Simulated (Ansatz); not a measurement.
# How Pd(110) screens a field

Aim: image plane and induced charge of Pd(110).

Main program and level: Ansatz 0.2.0; plane-wave DFT, LDA, Ansatz PAW.

## (1) The structure

The cell holds 7 atoms: 7 Pd. Its edges and angles: a = 3.890 Å, b = 2.751 Å, c = 26.252 Å, α = 90.0°, β = 90.0°, γ = 90.0°. Vacuum lies along c.

## (2) Single point, field 0

A sawtooth potential applies the field, turning back in the middle of the vacuum. With the dipole correction the typed value is the field outside the slab. The induced dipole is small, so the SCF threshold is tight.

input.yaml reads:

```yaml
crystal:
  lattice:
    - [3.89, 0.0, 0.0]
    - [0.0, 2.7506453788, 0.0]
    - [0.0, 0.0, 26.2519361364]
  atoms:
    - { symbol: Pd, position: [0.0, 0.0, 0.3428318564] }
    - { symbol: Pd, position: [0.5, 0.5, 0.3952212376] }
    - { symbol: Pd, position: [0.0, 0.0, 0.4476106188] }
    - { symbol: Pd, position: [0.5, 0.5, 0.5] }
    - { symbol: Pd, position: [0.0, 0.0, 0.5523893812] }
    - { symbol: Pd, position: [0.5, 0.5, 0.6047787624] }
    - { symbol: Pd, position: [0.0, 0.0, 0.6571681436] }
kpoints:
  mp_grid: { grid: [14, 18, 1] }
hamiltonian:
  xc: lda
scf:
  occupations: { method: fermi_dirac, width: 0.1 }
  convergence: { dr2_threshold: 1.0e-10 }
efield:
  axis: 3
  dipole_correction: true
  ramp_position: 0.97
  ramp_width: 0.06
  amplitude: 0
output:
  forces: true
  write_potential: true
  write_density: true
  volumetric_format: npy
```

On the command line:

```console
> ansatz run input.yaml --threads 4 --pin off --max-ram 6144MiB --backend cpu --events-out ev --progress --plain --runs-dir out
```

Numbers of over 12 decimals in the logs are rounded to 6 here.

What it wrote:

```text
Engine: ansatz 0.2.0, x86_64-unknown-linux-gnu
Pseudopotentials: kind: paw
Pseudopotential: Pd, paw, valence charge 18, recommended cutoff 420 eV (normal), Pd.paw.azcp
Functional definition: SPW92
  exchange = slater_x
  correlation = pw_c
Crystal: 7 atoms, lattice volume = 280.896 Å³
Basis set: ecut = 420 eV, 5495 PW (Γ)
Bands: 76, of which v1, the nominal top of the filled ones, is band 63 counted from 1 (62 counted from 0)
Symmetry: 4 space group operations
k-points: 80 of 252
Non-local potential: Pd, projectors of the file, l = 0: 2, l = 1: 2, l = 2: 2, l = 3: 1
PAW form: soft (Blöchl's): semilocal exchange-correlation on the pseudo side does not see the compensation charge
PAW frozen core: Pd, regenerated for the run's functional, and the local potential with it (the file was generated under x = pbe(κ = 0.804, μ = 0.219515), c = pbe(β = 0.066725))
PAW one-centre angular grid: Pd, 590 points (default); XC on 64 Gauss nodes
Initial density: superposition of atomic densities (neutral atoms: chi_scale 0, normalization atom), corrected by the library's trained network
Initial wavefunctions: pseudopotential atomic-orbital guess
Functional: x = slater, c = lda
SCF iter   1: F=—  HF=-47909.243274 eV  |F-HF|=—  |Δ(HF+E_count)|=         —  Δρ=1.40e-2  dr2=2.87e0  ethr=1.77e-3  p=0.000 e·Å  D=2.33e-13 V/Å  ΔV_dip=-0.00 eV  dr2_dipole=6.27e-8  V_vac-E_F(+/−)=4.72/4.72 eV  ⟨swp⟩=7.6  Hψ=26093  notcnv=0  defer=112
efield: sawtooth ramp at fractional position 0.9700 (set: `efield.ramp_position`, or a place that a band, a saddle search or an elastic batch's reference lends), width 0.0600; the density the first Hamiltonian is built on has a dipole p = 0.000 e·Å; the dipole correction subtracts the counter field D = 2.33e-13 V/Å, which shifts the + side's vacuum level by -0.00 eV against the − side's; the planar-averaged density in the ramp window peaks in size at 1.4e-6 e/Å³
preconditioner: auto → LDOS  [metal: Δε(μ)=0.007 eV  Ē_g=6.878 eV  σ=0.100 eV  W_gap=0.02  n_scr=58 (ndim 8)  ℏωp=18.5 eV  f_vac=0.582  D(μ)=14.37/eV (n_scr^D=136)  β→1.0]
SCF iter   2: F=—  HF=-47909.200156 eV  |F-HF|=—  |Δ(HF+E_count)|=   4.31e-2  Δρ=1.16e-2  dr2=4.21e-1  ethr=1.77e-3  p=0.000 e·Å  D=3.12e-6 V/Å  ΔV_dip=-0.00 eV  dr2_dipole=3.65e-8  V_vac-E_F(+/−)=5.32/5.32 eV  ⟨swp⟩=2.2  Hψ=9990  notcnv=0  defer=265
SCF iter   3: F=—  HF=-47909.126177 eV  |F-HF|=—  |Δ(HF+E_count)|=   7.40e-2  Δρ=3.03e-3  dr2=1.07e-1  ethr=3.34e-4  p=0.000 e·Å  D=1.37e-6 V/Å  ΔV_dip=-0.00 eV  dr2_dipole=1.20e-8  V_vac-E_F(+/−)=5.21/5.21 eV  ⟨swp⟩=2.0  Hψ=9146  notcnv=0  defer=265
SCF iter   4: F=—  HF=-47909.124583 eV  |F-HF|=—  |Δ(HF+E_count)|=   1.59e-3  Δρ=9.58e-4  dr2=7.60e-3  ethr=8.51e-5  p=-0.000 e·Å  D=-5.88e-7 V/Å  ΔV_dip=0.00 eV  dr2_dipole=7.41e-11  V_vac-E_F(+/−)=5.24/5.24 eV  ⟨swp⟩=1.5  Hψ=6170  notcnv=0  defer=264
SCF iter   5: F=—  HF=-47909.124204 eV  |F-HF|=—  |Δ(HF+E_count)|=   3.79e-4  Δρ=4.89e-4  dr2=9.93e-4  ethr=6.03e-6  p=-0.000 e·Å  D=-5.83e-7 V/Å  ΔV_dip=0.00 eV  dr2_dipole=4.87e-11  V_vac-E_F(+/−)=5.25/5.25 eV  ⟨swp⟩=1.9  Hψ=8149  notcnv=0  defer=264
SCF iter   6: F=—  HF=-47909.124413 eV  |F-HF|=—  |Δ(HF+E_count)|=   2.09e-4  Δρ=1.99e-4  dr2=1.71e-4  ethr=7.88e-7  p=0.000 e·Å  D=2.94e-7 V/Å  ΔV_dip=-0.00 eV  dr2_dipole=4.59e-11  V_vac-E_F(+/−)=5.24/5.24 eV  ⟨swp⟩=2.3  Hψ=8766  notcnv=0  defer=264
SCF iter   7: F=—  HF=-47909.124400 eV  |F-HF|=—  |Δ(HF+E_count)|=   1.29e-5  Δρ=1.02e-4  dr2=4.98e-5  ethr=1.36e-7  p=-0.000 e·Å  D=-2.82e-8 V/Å  ΔV_dip=0.00 eV  dr2_dipole=4.96e-14  V_vac-E_F(+/−)=5.24/5.24 eV  ⟨swp⟩=2.0  Hψ=8201  notcnv=0  defer=264
SCF iter   8: F=—  HF=-47909.124403 eV  |F-HF|=—  |Δ(HF+E_count)|=   2.59e-6  Δρ=4.88e-5  dr2=1.26e-5  ethr=3.95e-8  p=0.000 e·Å  D=2.16e-8 V/Å  ΔV_dip=-0.00 eV  dr2_dipole=2.29e-12  V_vac-E_F(+/−)=5.24/5.24 eV  ⟨swp⟩=2.3  Hψ=7903  notcnv=0  defer=263
SCF iter   9: F=—  HF=-47909.124401 eV  |F-HF|=—  |Δ(HF+E_count)|=   1.98e-6  Δρ=2.38e-5  dr2=1.99e-6  ethr=9.96e-9  p=0.000 e·Å  D=2.93e-8 V/Å  ΔV_dip=-0.00 eV  dr2_dipole=2.57e-14  V_vac-E_F(+/−)=5.24/5.24 eV  ⟨swp⟩=2.1  Hψ=8745  notcnv=0  defer=263
SCF iter  10: F=—  HF=-47909.124447 eV  |F-HF|=—  |Δ(HF+E_count)|=   4.65e-5  Δρ=4.63e-6  dr2=1.02e-7  ethr=1.58e-9  p=0.000 e·Å  D=6.49e-9 V/Å  ΔV_dip=-0.00 eV  dr2_dipole=9.87e-13  V_vac-E_F(+/−)=5.24/5.24 eV  ⟨swp⟩=2.5  Hψ=9912  notcnv=0  defer=262
SCF iter  11: F=—  HF=-47909.124447 eV  |F-HF|=—  |Δ(HF+E_count)|=   6.78e-8  Δρ=2.45e-6  dr2=2.72e-8  ethr=8.11e-11  p=0.000 e·Å  D=2.42e-11 V/Å  ΔV_dip=-0.00 eV  dr2_dipole=6.15e-16  V_vac-E_F(+/−)=5.24/5.24 eV  ⟨swp⟩=2.9  Hψ=11031  notcnv=0  defer=262
SCF iter  12: F=—  HF=-47909.124447 eV  |F-HF|=—  |Δ(HF+E_count)|=   6.32e-9  Δρ=5.54e-7  dr2=1.21e-9  ethr=2.16e-11  p=0.000 e·Å  D=1.65e-9 V/Å  ΔV_dip=-0.00 eV  dr2_dipole=6.70e-18  V_vac-E_F(+/−)=5.24/5.24 eV  ⟨swp⟩=2.1  Hψ=8642  notcnv=0  defer=263
SCF iter  13: F=—  HF=-47909.124447 eV  |F-HF|=—  |Δ(HF+E_count)|=   1.34e-9  Δρ=2.17e-7  dr2=1.96e-10  ethr=1.00e-12  p=0.000 e·Å  D=8.15e-10 V/Å  ΔV_dip=-0.00 eV  dr2_dipole=4.05e-16  V_vac-E_F(+/−)=5.24/5.24 eV  ⟨swp⟩=2.1  Hψ=8969  notcnv=0  defer=263
SCF iter  14: F=-47909.124447 eV  HF=-47909.124447 eV  |F-HF|=0.00e0  |Δ(HF+E_count)|=   1.00e-9  Δρ=9.34e-8  dr2=5.79e-11  ethr=1.00e-12  p=0.000 e·Å  D=5.31e-10 V/Å  ΔV_dip=-0.00 eV  dr2_dipole=2.26e-16  V_vac-E_F(+/−)=5.24/5.24 eV  ⟨swp⟩=18.1  Hψ=37329  notcnv=0
SCF 1 converged in 14 iterations: F = -47909.124447 eV  dr2 = 5.79e-11
  greatest PAW one-centre occupation: 0.998 electrons in one spin orbital (limit 2), on the Pd atom at site 6 (counted from 0), in its partial waves of l = 0
WARN: The output density's exchange-correlation potential varies sharply where the density is thin. Do not read a vacuum level from v_tot or v_xc, or from such a field of the output density. On a cell that repeats whose density bears no net charge and no dipole along the vacuum's axis use v_es (v_loc + v_h of the components); under efield.dipole_correction with no amplitude use v_es + v_field, which holds any externa [...]
SCF converged after 14 iterations
Free energy (F): -47909.124447 eV
Harris-Foulkes:  -47909.124447 eV  (|F-HF|=0.00e0)
Internal energy: -47908.642575 eV  (E = F + TS)
E sigma→0 (E₀):  -47908.883511 eV
Entropy (-TS):   -0.481872 eV (-68.839 meV/atom)
Fermi energy:    3.839973 eV
Dipole field:    D = -0.000000 V/Å  (p = -0.000000 e·Å, saw-weighted, corrected)
Work function:   Φ+ = 5.2361 eV   Φ− = 5.2361 eV
Levels:          The Fermi level and band energies are counted from a zero that moves with the ramp; work functions are not
--- Per-component energies (eV) ---
  E_band       = -2937.535856
  E_kinetic    = 3589.763937
  E_local      = -249220.946934  (includes V_loc(G=0)·N_el)
  E_nonlocal   = 1563.256358
  E_hartree    = 122463.501489
  E_xc         = -1167.829421
  E_vxc        = -1471.573346  (∫ρ·V_xc dr)
  E_paw        = -25360.774539  (= ΣΔE_a)
  E_vpaw       = -2325.039227  (= ΣTr[D̂ρ^β])
  E_aug_tail   = 0.001495  (compensation charges beyond the density's cutoff)
  E_efield     = 0.000000  (sawtooth field / dipole correction)
  E_vefield    = 0.000000  (∫n·V_field dr)
  E_ewald      = 100219.619903
  E_core_change = 4.765136  (= ΣΔE_core)
  E_smearing   = -0.481872  (= −TS)
  E_closure    = 0.000000  (closes the sum)
  Σ components = -47909.124447   (vs F -47909.124447, Δ=0.00e0)
--- Forces (eV/Å), atoms counted from 1 ---
  atom   1  Pd     0.00000000     0.00000000     0.94437298
  atom   2  Pd     0.00000000     0.00000000    -0.37642617
  atom   3  Pd     0.00000000     0.00000000    -0.07242252
  atom   4  Pd     0.00000000     0.00000000     0.00000003
  atom   5  Pd     0.00000000     0.00000000     0.07242253
  atom   6  Pd     0.00000000     0.00000000     0.37642611
  atom   7  Pd     0.00000000     0.00000000    -0.94437298
  max |Σ_I F_I| component: 1.40e-8 eV/Å
--- Band table (eV; the first three rows and the last of 80) ---
  k-point 0: bands = [... 59 lower, 3.4181, 3.4353, 3.4579, 3.7169, 3.7251, 3.8914, 4.0814, 4.4686, ... 9 higher]
  k-point 1: bands = [... 59 lower, 3.3178, 3.5150, 3.5360, 3.5901, 3.6707, 3.9696, 3.9886, 4.5148, ... 9 higher]
  k-point 2: bands = [... 59 lower, 3.1774, 3.4822, 3.5291, 3.5448, 3.6192, 3.8443, 4.0732, 4.6459, ... 9 higher]
  k-point 79: bands = [... 59 lower, 3.8270, 3.8977, 3.9856, 4.0074, 5.6914, 5.8283, 7.6343, 7.9102, ... 9 higher]
```

Run time: 17 s. Hardware: 4 threads of AMD EPYC 9R45, shared host; peak memory 1.5 GiB; 65 s of CPU time.

This step gave:

```yaml
energy_at_zero_smearing: -47908.8835 eV
work_function_upper_face: 5.236 eV
dipole_along_the_normal: -2.57e-8 e·Å
```

Running mean over 1.375 Å of the planar mean; the ramp of the sawtooth is left out. The electron's electrostatic potential energy less the Fermi level by z:

| z (Å) | electron's electrostatic potential energy less the Fermi level (eV) |
| --- | --- |
| 4 | 5.24 |
| 5 | 5.24 |
| 6 | 5.22 |
| 7 | 5.00 |
| 8 | 1.34 |
| 9 | -6.98 |
| 10 | -8.20 |
| 11 | -8.41 |
| 12 | -8.45 |
| 13 | -8.45 |
| 14 | -8.45 |
| 15 | -8.43 |
| 16 | -8.27 |
| 17 | -7.69 |
| 18 | -1.06 |
| 19 | 4.75 |
| 20 | 5.20 |
| 21 | 5.23 |
| 22 | 5.24 |
| 23 | 5.24 |

Force by atom:

| atom | x (eV/Å) | y (eV/Å) | z (eV/Å) | size |
| --- | --- | --- | --- | --- |
| Pd1 | 0.000 | 0.000 | 0.944 | 0.944 |
| Pd2 | 0.000 | 0.000 | -0.376 | 0.376 |
| Pd3 | 0.000 | 0.000 | -0.072 | 0.072 |
| Pd4 | 0.000 | 0.000 | 0.000 | 0.000 |
| Pd5 | 0.000 | 0.000 | 0.072 | 0.072 |
| Pd6 | 0.000 | 0.000 | 0.376 | 0.376 |
| Pd7 | 0.000 | 0.000 | -0.944 | 0.944 |

The work function of the upper face is 5.24 eV.

## (3) Single point, field 0.05 V/Å

input.yaml, as its differences from that of step 2:

```diff
@@ -25,3 +25,3 @@
   ramp_width: 0.06
-  amplitude: 0
+  amplitude: 0.05
 output:
```

What it wrote:

```text
[...]
Crystal: 7 atoms, lattice volume = 280.896 Å³
Basis set: ecut = 420 eV, 5495 PW (Γ)
Bands: 76, of which v1, the nominal top of the filled ones, is band 63 counted from 1 (62 counted from 0)
Symmetry: 4 space group operations
k-points: 80 of 252
[...]
k-point 0: bands = [... 59 lower, 3.4179, 3.4351, 3.4577, 3.7167, 3.7250, 3.8912, 4.0812, 4.4685, ... 9 higher]
  k-point 1: bands = [... 59 lower, 3.3176, 3.5149, 3.5358, 3.5899, 3.6705, 3.9694, 3.9884, 4.5146, ... 9 higher]
  k-point 2: bands = [... 59 lower, 3.1773, 3.4821, 3.5290, 3.5446, 3.6191, 3.8441, 4.0730, 4.6457, ... 9 higher]
  k-point 79: bands = [... 59 lower, 3.8268, 3.8976, 3.9854, 4.0073, 5.6913, 5.8282, 7.6342, 7.9100, ... 9 higher]
[key lines of the parts left out:]
SCF converged after 17 iterations
Free energy (F): -47909.125262 eV
Fermi energy:    3.839815 eV
Dipole field:    D = 0.021005 V/Å  (p = 0.032607 e·Å, saw-weighted, corrected)
```

Elapsed: 20 s, on 4 threads; peak memory 1.5 GiB.

The dipole is 0.0326 e·Å.

## (4) Single point, field -0.05 V/Å

input.yaml, as its differences from that of step 3:

```diff
@@ -25,3 +25,3 @@
   ramp_width: 0.06
-  amplitude: 0.05
+  amplitude: -0.05
 output:
```

What it wrote:

```text
[...]
Crystal: 7 atoms, lattice volume = 280.896 Å³
Basis set: ecut = 420 eV, 5495 PW (Γ)
Bands: 76, of which v1, the nominal top of the filled ones, is band 63 counted from 1 (62 counted from 0)
Symmetry: 4 space group operations
k-points: 80 of 252
[...]
k-point 0: bands = [... 59 lower, 3.4179, 3.4351, 3.4577, 3.7167, 3.7250, 3.8912, 4.0812, 4.4685, ... 9 higher]
  k-point 1: bands = [... 59 lower, 3.3176, 3.5149, 3.5358, 3.5899, 3.6705, 3.9694, 3.9884, 4.5146, ... 9 higher]
  k-point 2: bands = [... 59 lower, 3.1773, 3.4821, 3.5290, 3.5446, 3.6191, 3.8441, 4.0730, 4.6457, ... 9 higher]
  k-point 79: bands = [... 59 lower, 3.8268, 3.8976, 3.9854, 4.0073, 5.6913, 5.8282, 7.6342, 7.9100, ... 9 higher]
[key lines of the parts left out:]
SCF converged after 17 iterations
Free energy (F): -47909.125262 eV
Fermi energy:    3.839815 eV
Dipole field:    D = -0.021006 V/Å  (p = -0.032607 e·Å, saw-weighted, corrected)
```

It took 20 s on 4 threads; peak memory 1.4 GiB; 78 s of CPU time.

The dipole is -0.0326 e·Å.

## (5) Single point, field 0.1 V/Å

input.yaml, as its differences from that of step 4:

```diff
@@ -25,3 +25,3 @@
   ramp_width: 0.06
-  amplitude: -0.05
+  amplitude: 0.1
 output:
```

What it wrote:

```text
[...]
Crystal: 7 atoms, lattice volume = 280.896 Å³
Basis set: ecut = 420 eV, 5495 PW (Γ)
Bands: 76, of which v1, the nominal top of the filled ones, is band 63 counted from 1 (62 counted from 0)
Symmetry: 4 space group operations
k-points: 80 of 252
[...]
k-point 0: bands = [... 59 lower, 3.4174, 3.4346, 3.4571, 3.7162, 3.7245, 3.8908, 4.0808, 4.4679, ... 9 higher]
  k-point 1: bands = [... 59 lower, 3.3171, 3.5144, 3.5353, 3.5894, 3.6701, 3.9689, 3.9880, 4.5140, ... 9 higher]
  k-point 2: bands = [... 59 lower, 3.1768, 3.4816, 3.5285, 3.5441, 3.6185, 3.8437, 4.0725, 4.6451, ... 9 higher]
  k-point 79: bands = [... 59 lower, 3.8263, 3.8971, 3.9849, 4.0068, 5.6908, 5.8277, 7.6337, 7.9095, ... 9 higher]
[key lines of the parts left out:]
SCF converged after 17 iterations
Free energy (F): -47909.127708 eV
Fermi energy:    3.839343 eV
Dipole field:    D = 0.042011 V/Å  (p = 0.065215 e·Å, saw-weighted, corrected)
```

Wall time 20 s (4 threads); peak memory 1.5 GiB; 78 s of CPU time.

The dipole is 0.0652 e·Å.

## (6) Single point, field -0.1 V/Å

input.yaml, as its differences from that of step 5:

```diff
@@ -25,3 +25,3 @@
   ramp_width: 0.06
-  amplitude: 0.1
+  amplitude: -0.1
 output:
```

What it wrote:

```text
[...]
Crystal: 7 atoms, lattice volume = 280.896 Å³
Basis set: ecut = 420 eV, 5495 PW (Γ)
Bands: 76, of which v1, the nominal top of the filled ones, is band 63 counted from 1 (62 counted from 0)
Symmetry: 4 space group operations
k-points: 80 of 252
[...]
k-point 0: bands = [... 59 lower, 3.4174, 3.4346, 3.4571, 3.7162, 3.7245, 3.8908, 4.0808, 4.4679, ... 9 higher]
  k-point 1: bands = [... 59 lower, 3.3171, 3.5144, 3.5353, 3.5894, 3.6701, 3.9689, 3.9880, 4.5140, ... 9 higher]
  k-point 2: bands = [... 59 lower, 3.1768, 3.4816, 3.5285, 3.5441, 3.6185, 3.8437, 4.0725, 4.6451, ... 9 higher]
  k-point 79: bands = [... 59 lower, 3.8263, 3.8971, 3.9849, 4.0068, 5.6908, 5.8277, 7.6337, 7.9095, ... 9 higher]
[key lines of the parts left out:]
SCF converged after 17 iterations
Free energy (F): -47909.127708 eV
Fermi energy:    3.839343 eV
Dipole field:    D = -0.042011 V/Å  (p = -0.065215 e·Å, saw-weighted, corrected)
```

Elapsed: 20 s, on 4 threads; peak memory 1.5 GiB; 78 s of CPU time.

The dipole is -0.0652 e·Å.

## (7) Single point, field 0.2 V/Å

input.yaml, as its differences from that of step 6:

```diff
@@ -25,3 +25,3 @@
   ramp_width: 0.06
-  amplitude: -0.1
+  amplitude: 0.2
 output:
```

What it wrote:

```text
[...]
Crystal: 7 atoms, lattice volume = 280.896 Å³
Basis set: ecut = 420 eV, 5495 PW (Γ)
Bands: 76, of which v1, the nominal top of the filled ones, is band 63 counted from 1 (62 counted from 0)
Symmetry: 4 space group operations
k-points: 80 of 252
[...]
k-point 0: bands = [... 59 lower, 3.4156, 3.4327, 3.4548, 3.7144, 3.7226, 3.8889, 4.0789, 4.4655, ... 9 higher]
  k-point 1: bands = [... 59 lower, 3.3151, 3.5125, 3.5330, 3.5876, 3.6682, 3.9670, 3.9861, 4.5116, ... 9 higher]
  k-point 2: bands = [... 59 lower, 3.1749, 3.4797, 3.5266, 3.5423, 3.6164, 3.8418, 4.0706, 4.6426, ... 9 higher]
  k-point 79: bands = [... 59 lower, 3.8245, 3.8952, 3.9830, 4.0050, 5.6890, 5.8258, 7.6319, 7.9077, ... 9 higher]
[key lines of the parts left out:]
SCF converged after 17 iterations
Free energy (F): -47909.137491 eV
Fermi energy:    3.837449 eV
Dipole field:    D = 0.084033 V/Å  (p = 0.130447 e·Å, saw-weighted, corrected)
```

The job ended after 19 s (4 threads; peak memory 1.5 GiB).

The dipole is 0.130 e·Å.

## (8) Single point, field -0.2 V/Å

input.yaml, as its differences from that of step 7:

```diff
@@ -25,3 +25,3 @@
   ramp_width: 0.06
-  amplitude: 0.2
+  amplitude: -0.2
 output:
```

What it wrote:

```text
[...]
Crystal: 7 atoms, lattice volume = 280.896 Å³
Basis set: ecut = 420 eV, 5495 PW (Γ)
Bands: 76, of which v1, the nominal top of the filled ones, is band 63 counted from 1 (62 counted from 0)
Symmetry: 4 space group operations
k-points: 80 of 252
[...]
k-point 0: bands = [... 59 lower, 3.4156, 3.4327, 3.4548, 3.7144, 3.7226, 3.8889, 4.0789, 4.4655, ... 9 higher]
  k-point 1: bands = [... 59 lower, 3.3151, 3.5125, 3.5330, 3.5876, 3.6682, 3.9670, 3.9861, 4.5116, ... 9 higher]
  k-point 2: bands = [... 59 lower, 3.1749, 3.4797, 3.5266, 3.5423, 3.6164, 3.8418, 4.0706, 4.6426, ... 9 higher]
  k-point 79: bands = [... 59 lower, 3.8245, 3.8952, 3.9830, 4.0050, 5.6890, 5.8258, 7.6319, 7.9077, ... 9 higher]
[key lines of the parts left out:]
SCF converged after 17 iterations
Free energy (F): -47909.137491 eV
Fermi energy:    3.837449 eV
Dipole field:    D = -0.084033 V/Å  (p = -0.130447 e·Å, saw-weighted, corrected)
```

Elapsed: 20 s, on 4 threads; peak memory 1.5 GiB.

The dipole is -0.130 e·Å.

## (9) Atoms held, field 0.4 V/Å

input.yaml, as its differences from that of step 8:

```diff
@@ -25,3 +25,3 @@
   ramp_width: 0.06
-  amplitude: -0.2
+  amplitude: 0.4
 output:
@@ -31 +31,2 @@
   volumetric_format: npy
+  elf: true
```

What it wrote:

```text
[...]
Crystal: 7 atoms, lattice volume = 280.896 Å³
Basis set: ecut = 420 eV, 5495 PW (Γ)
Bands: 76, of which v1, the nominal top of the filled ones, is band 63 counted from 1 (62 counted from 0)
Symmetry: 4 space group operations
k-points: 80 of 252
[...]
k-point 0: bands = [... 59 lower, 3.4079, 3.4250, 3.4454, 3.7068, 3.7150, 3.8812, 4.0712, 4.4557, ... 9 higher]
  k-point 1: bands = [... 59 lower, 3.3072, 3.5048, 3.5241, 3.5800, 3.6606, 3.9594, 3.9784, 4.5017, ... 9 higher]
  k-point 2: bands = [... 59 lower, 3.1672, 3.4721, 3.5189, 3.5346, 3.6076, 3.8342, 4.0630, 4.6324, ... 9 higher]
  k-point 79: bands = [... 59 lower, 3.8168, 3.8875, 3.9753, 3.9975, 5.6816, 5.8184, 7.6246, 7.9003, ... 9 higher]
[key lines of the parts left out:]
SCF converged after 17 iterations
Free energy (F): -47909.176636 eV
Fermi energy:    3.829787 eV
Dipole field:    D = 0.168158 V/Å  (p = 0.261037 e·Å, saw-weighted, corrected)
```

Wall time 20 s (4 threads); peak memory 1.4 GiB.

Running mean over 1.375 Å of the planar mean, with the applied field; the ramp of the sawtooth is left out. Table of electron's electrostatic potential energy less the Fermi level by z:

| z (Å) | electron's electrostatic potential energy less the Fermi level (eV) |
| --- | --- |
| 4 | 3.81 |
| 5 | 4.21 |
| 6 | 4.59 |
| 7 | 4.72 |
| 8 | 1.29 |
| 9 | -6.98 |
| 10 | -8.20 |
| 11 | -8.41 |
| 12 | -8.45 |
| 13 | -8.45 |
| 14 | -8.46 |
| 15 | -8.43 |
| 16 | -8.27 |
| 17 | -7.69 |
| 18 | -1.03 |
| 19 | 4.97 |
| 20 | 5.77 |
| 21 | 6.20 |
| 22 | 6.60 |
| 23 | 7.00 |

The dipole is 0.261 e·Å.

[end of part 1 of 2]

[Logs are printed without paths, hosts, clocks, repeated set-up lines and the standing remarks that a program may print on its own settings, such as how far it seeks lower states.]

[Hosts, paths, dates, database ids (printed as entryN), source tags and the programs' standing remarks are cut or masked in the printed files.]

[Maps of the electrostatic potential energy from Ansatz leave out the sawtooth potential of an applied field or a dipole correction, so their vacuum need not be flat; planar profiles and work functions include it.]
